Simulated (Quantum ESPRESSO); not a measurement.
# CoO: which magnetic order is lowest

Wanted: the moments of CoO and the energy of each order that was tried.

Main program and level: Quantum ESPRESSO 7.5; PBE with U = 3.5 eV on Co d (ortho-atomic projectors); plane waves with GBRV 1.5 PBE potentials, no spin-orbit coupling.

## (1) The starting structure

The structure is cubic, space group Fm-3m (No. 225). Conventional cell: a = 4.263 Å, b = 4.263 Å, c = 4.263 Å, α = 90.00°, β = 90.00°, γ = 90.00°. Co has 6 O at 2.13 Å nearest. O has 6 Co at 2.13 Å nearest. Farther neighbours and most contacts between anions are not listed.

The cell comes from the Crystallography Open Database.

## (2) Start 1: ferro +

The signs are those of the starting moments on the seeded atoms, the atoms that are given a moment.

Contents of pw.in:

```
&CONTROL
  calculation = 'scf'
  prefix = 'pwscf'
  outdir = './tmp'
  pseudo_dir = './pseudo'
  disk_io = 'nowf'
/
&SYSTEM
  ibrav = 0
  celldm(1) = 8
  nat = 2
  ntyp = 2
  ecutwfc = 40
  ecutrho = 280
  nbnd = 20
  occupations = 'smearing'
  smearing = 'fd'
  degauss = 0.00367493
  nspin = 2
  starting_magnetization(1) = 0.1765
  starting_magnetization(2) = 0
/
&ELECTRONS
  conv_thr = 4d-09
  electron_maxstep = 150
  mixing_beta = 0.3
/
ATOMIC_SPECIES
Co     58.9332 co_pbe_v1.2.uspp.F.UPF
O      15.9990 o_pbe_v1.2.uspp.F.UPF
CELL_PARAMETERS alat
   0.0000000000000    0.5034939043300    0.5034939043300
   0.5034939043300    0.0000000000000    0.5034939043300
   0.5034939043300    0.5034939043300    0.0000000000000
ATOMIC_POSITIONS crystal
Co      0.0000000000    0.0000000000    0.0000000000
O       0.5000000000    0.5000000000    0.5000000000
K_POINTS automatic
10 10 10 0 0 0
HUBBARD {ortho-atomic}
U Co-3d 3.5000
```

Launch:

```bash
$ OMP_NUM_THREADS=1 mpirun -n 4 pw.x -nk 4 -in pw.in > pw.out
```

Log:

```text
Program PWSCF v.7.5 starts

     Message from routine setup:
     using ibrav=0 with symmetry is DISCOURAGED, use correct ibrav instead

     K-points division:     npool     =       4
     Subspace diagonalization in iterative solution of the eigenvalue problem:

     G-vector sticks info
     --------------------
     sticks:   dense  smooth     PW     G-vecs:    dense   smooth      PW
     Sum         637     361    121                10417     4477     893

     Using Slab Decomposition

     bravais-lattice index     =            0
     lattice parameter (alat)  =       8.0000  a.u.
     unit-cell volume          =     130.7021 (a.u.)^3
     number of atoms/cell      =            2
     number of atomic types    =            2
     number of electrons       =        23.00
     number of Kohn-Sham states=           20
     kinetic-energy cutoff     =      40.0000  Ry
     charge density cutoff     =     280.0000  Ry
     scf convergence threshold =      4.0E-09
     mixing beta               =       0.3000
     number of iterations used =            8  plain     mixing
     Exchange-correlation= SLA  PW   PBE  PBE
                           (   1   4   3   4   0   0   0)
     Hubbard projectors: ortho-atomic
     Hubbard parameters of DFT+U (Dudarev formulation) in eV:
     U(Co-3d) =  3.5000

     Internal variables: lda_plus_u =T, lda_plus_u_kind = 0

     Internal variables: orbital_resolved =F, hub_pot_fix =F, apply_U = F

     celldm(1)=   8.000000  celldm(2)=   0.000000  celldm(3)=   0.000000
     celldm(4)=   0.000000  celldm(5)=   0.000000  celldm(6)=   0.000000

     crystal axes: (cart. coord. in units of alat)
               a(1) = (   0.000000   0.503494   0.503494 )
               a(2) = (   0.503494   0.000000   0.503494 )
               a(3) = (   0.503494   0.503494   0.000000 )

     reciprocal axes: (cart. coord. in units 2 pi/alat)
               b(1) = ( -0.993061  0.993061  0.993061 )
               b(2) = (  0.993061 -0.993061  0.993061 )
               b(3) = (  0.993061  0.993061 -0.993061 )

     PseudoPot. # 1 for Co read from file:
     co_pbe_v1.2.uspp.F.UPF
     Pseudo is Ultrasoft + core correction, Zval = 17.0
     Generated by new atomic code, or converted to UPF format
     Using radial grid of  863 points,  6 beta functions with:
                l(1) =   0
                l(2) =   0
                l(3) =   1
                l(4) =   1
                l(5) =   2
                l(6) =   2
     Q(r) pseudized with  8 coefficients,  rinner =    1.200   1.200   1.200
                                                       1.200   1.200

     PseudoPot. # 2 for O  read from file:
     o_pbe_v1.2.uspp.F.UPF
     Pseudo is Ultrasoft + core correction, Zval =  6.0
     Generated by new atomic code, or converted to UPF format
     Using radial grid of  737 points,  5 beta functions with:
                l(1) =   0
                l(2) =   0
                l(3) =   1
                l(4) =   1
                l(5) =   2
     Q(r) pseudized with  8 coefficients,  rinner =    0.900   0.900   0.900
                                                       0.900   0.900

     atomic species   valence    mass     pseudopotential
     Co               17.00    58.93320     Co( 1.00)
     O                 6.00    15.99900     O ( 1.00)

     Starting magnetic structure
     atomic species   magnetization
     Co              0.176
     O               0.000

     48 Sym. Ops., with inversion, found

   Cartesian axes

     site n.     atom                  positions (alat units)
         1        Co     tau(   1) = (   0.0000000   0.0000000   0.0000000  )
         2        O      tau(   2) = (   0.5034939   0.5034939   0.5034939  )

     number of k points=    47  Fermi-Dirac smearing, width (Ry)=  0.0037
                       cart. coord. in units 2pi/alat
        k(    1) = (   0.0000000   0.0000000   0.0000000), wk =   0.0010000
        k(    2) = (   0.0993061   0.0993061  -0.0993061), wk =   0.0080000
        k(    3) = (   0.1986121   0.1986121  -0.1986121), wk =   0.0080000
        k(    4) = (   0.2979182   0.2979182  -0.2979182), wk =   0.0080000
        k(    5) = (   0.3972243   0.3972243  -0.3972243), wk =   0.0080000
        [... 42 further k-points ...]

     Dense  grid:    10417 G-vectors     FFT dimensions: (  32,  32,  32)

     Smooth grid:     4477 G-vectors     FFT dimensions: (  24,  24,  24)

     Check: negative core charge=   -0.000039
     Generating pointlists ...
     new r_m :   0.2077 (alat units)  1.6615 (a.u.) for type    1
     new r_m :   0.2077 (alat units)  1.6615 (a.u.) for type    2

     Initial potential from superposition of free atoms

     starting charge      22.0000, renormalised to      23.0000

     STARTING HUBBARD OCCUPATIONS:

     =================== HUBBARD OCCUPATIONS ===================
     ------------------------ ATOM    1 ------------------------
     Tr[ns(  1)] (up, down, total) =   5.00000  2.00000  7.00000
     Atomic magnetic moment for atom   1 =   3.00000
     [... lines left out ...]
     Number of occupied Hubbard levels =    7.0000

     Atomic wfc used for Hubbard projectors are orthogonalized

     Starting wfcs are   17 randomized atomic wfcs +    3 random wfcs

     Self-consistent Calculation

     iteration #  1     ecut=    40.00 Ry     beta= 0.30
     Davidson diagonalization with overlap
     ethr =  1.00E-02,  avg # of iterations =  4.9

     =================== HUBBARD OCCUPATIONS ===================
     ------------------------ ATOM    1 ------------------------
     Tr[ns(  1)] (up, down, total) =   4.64988  0.91728  5.56716
     Atomic magnetic moment for atom   1 =   3.73260
     [... lines left out ...]
     Number of occupied Hubbard levels =    5.5672

     total energy              =    -328.79848753 Ry
     estimated scf accuracy    <       6.05926850 Ry

     total magnetization       =     3.68 Bohr mag/cell
     absolute magnetization    =     3.76 Bohr mag/cell

     iteration #  2     ecut=    40.00 Ry     beta= 0.30
     Davidson diagonalization with overlap
     ethr =  1.00E-02,  avg # of iterations =  2.0

     total energy              =    -329.75116798 Ry
     estimated scf accuracy    <       5.12464770 Ry

     total magnetization       =     1.03 Bohr mag/cell
     absolute magnetization    =     1.06 Bohr mag/cell

     iteration #  3     ecut=    40.00 Ry     beta= 0.30
     Davidson diagonalization with overlap
     ethr =  1.00E-02,  avg # of iterations =  1.1

     total energy              =    -330.56210422 Ry
     estimated scf accuracy    <       0.21021155 Ry

     total magnetization       =     3.02 Bohr mag/cell
     absolute magnetization    =     3.05 Bohr mag/cell

     [... further iterations left out ...]

     iteration # 14     ecut=    40.00 Ry     beta= 0.30
     Davidson diagonalization with overlap
     ethr =  1.02E-08,  avg # of iterations =  1.0

     total energy              =    -330.59483358 Ry
     estimated scf accuracy    <       0.00000058 Ry

     total magnetization       =     2.99 Bohr mag/cell
     absolute magnetization    =     3.02 Bohr mag/cell

     iteration # 15     ecut=    40.00 Ry     beta= 0.30
     Davidson diagonalization with overlap
     ethr =  2.53E-09,  avg # of iterations =  1.0

     total energy              =    -330.59483350 Ry
     estimated scf accuracy    <       0.00000046 Ry

     total magnetization       =     2.99 Bohr mag/cell
     absolute magnetization    =     3.02 Bohr mag/cell

     iteration # 16     ecut=    40.00 Ry     beta= 0.30
     Davidson diagonalization with overlap
     ethr =  2.01E-09,  avg # of iterations =  1.0

     total energy              =    -330.59483348 Ry
     estimated scf accuracy    <       0.00000011 Ry

     total magnetization       =     2.99 Bohr mag/cell
     absolute magnetization    =     3.02 Bohr mag/cell

     iteration # 17     ecut=    40.00 Ry     beta= 0.30
     Davidson diagonalization with overlap
     ethr =  4.95E-10,  avg # of iterations =  2.1

     Magnetic moment per site  (integrated on atomic sphere of radius R)
     atom   1 (R=0.208)  charge= 14.5960  magn=  2.6107
     atom   2 (R=0.208)  charge=  5.7897  magn=  0.2775

     End of self-consistent calculation

     =================== HUBBARD OCCUPATIONS ===================
     ------------------------ ATOM    1 ------------------------
     Tr[ns(  1)] (up, down, total) =   4.97548  2.30880  7.28427
     Atomic magnetic moment for atom   1 =   2.66668
     [... lines left out ...]
     Number of occupied Hubbard levels =    7.2843

     [... lines left out ...]
     the Fermi energy is    13.1947 ev

!    total energy              =    -330.59483350 Ry
     estimated scf accuracy    <          7.9E-10 Ry
     smearing contrib. (-TS)   =      -0.00264841 Ry
     internal energy E=F+TS    =    -330.59218509 Ry

     The total energy is F=E-TS. E is the sum of the following terms:
     one-electron contribution =    -182.91347016 Ry
     hartree contribution      =     104.80707533 Ry
     xc contribution           =     -40.03812818 Ry
     ewald contribution        =    -212.56286172 Ry
     Hubbard energy            =       0.11519965 Ry

     total magnetization       =     2.99 Bohr mag/cell
     absolute magnetization    =     3.02 Bohr mag/cell

     convergence has been achieved in  17 iterations

=------------------------------------------------------------------------------=
   JOB DONE.
=------------------------------------------------------------------------------=
```

The job ended after 7.1 s (4 MPI ranks of Intel Xeon Platinum 8488C (Sapphire Rapids), shared host; peak memory 0.31 GiB; 27 s of CPU time).

Spin moment in the atom's sphere by atom:

| atom | spin moment in the atom's sphere (μB) |
| --- | --- |
| Co1 | 2.61 |
| O2 | 0.28 |

This step gave:

* smearing term TS: 0.03603 eV
* magnetization: 2.991 μB
* absolute magnetization: 3.019 μB
* final state: ferromagnetic

Spin density in the ac plane of the conventional cell at fractional y = 0.000, with atoms of Co and O within 0.2 Å of it.

Ten even steps from '_' (0.00 × 1e0 e/Å³) to '@' (8.19 × 1e0 e/Å³), each cell a mean:
```
**::____________________..==
::________________________..
____________________________
____________________________
____________________________
____________::==..__________
__________::**@@==__________
__________..==**::__________
____________..::____________
____________________________
____________________________
____________________________
==..______________________::
@@==____________________::**
```
Columns run along a (4.3 Å), rows up along c (4.3 Å), edges of the conventional cell, whose origin can differ from the input's. Atoms in or near the plane, at fractional coordinates: Co at (0.00, 0.00), Co at (0.50, 0.50), O at (0.50, 0.00), O at (0.00, 0.50).

Valence density in the ac plane of the conventional cell at fractional y = 0.000, with atoms of Co and O within 0.2 Å of it. It is the smooth field of the valence electrons, not physical close to the nuclei.

Ten steps, logarithmic in the rise over the least value, from '0' (0 e/Å³) to '9' (42 e/Å³), each cell a mean:
```
97311355421158
54100234310025
11000011100001
10000011000001
32100133210012
54201477620134
65311599731145
54211589731135
43100255410023
11000011100001
10000011000001
32100123210013
76201345420147
97311456531159
```
Columns run along a (4.3 Å), rows up along c (4.3 Å), edges of the conventional cell, whose origin can differ from the input's. Atoms in or near the plane, at fractional coordinates: Co at (0.00, 0.00), Co at (0.50, 0.50), O at (0.50, 0.00), O at (0.00, 0.50).

(Part 1 of 2 ends here.)

[Logs and program files are shortened in this print: banners, set-up blocks, solver, clock and traceback lines can be left out without a mark of their own.]

[Logs are printed without paths, hosts, clocks, repeated set-up lines and the standing remarks that a program may print on its own settings, such as how far it seeks lower states.]

[Hosts, paths, dates, database ids (printed as entryN), source tags and the programs' standing remarks are cut or masked in the printed files.]

[Where a cell is said to come from a database of computed structures, the database is the Materials Project.]
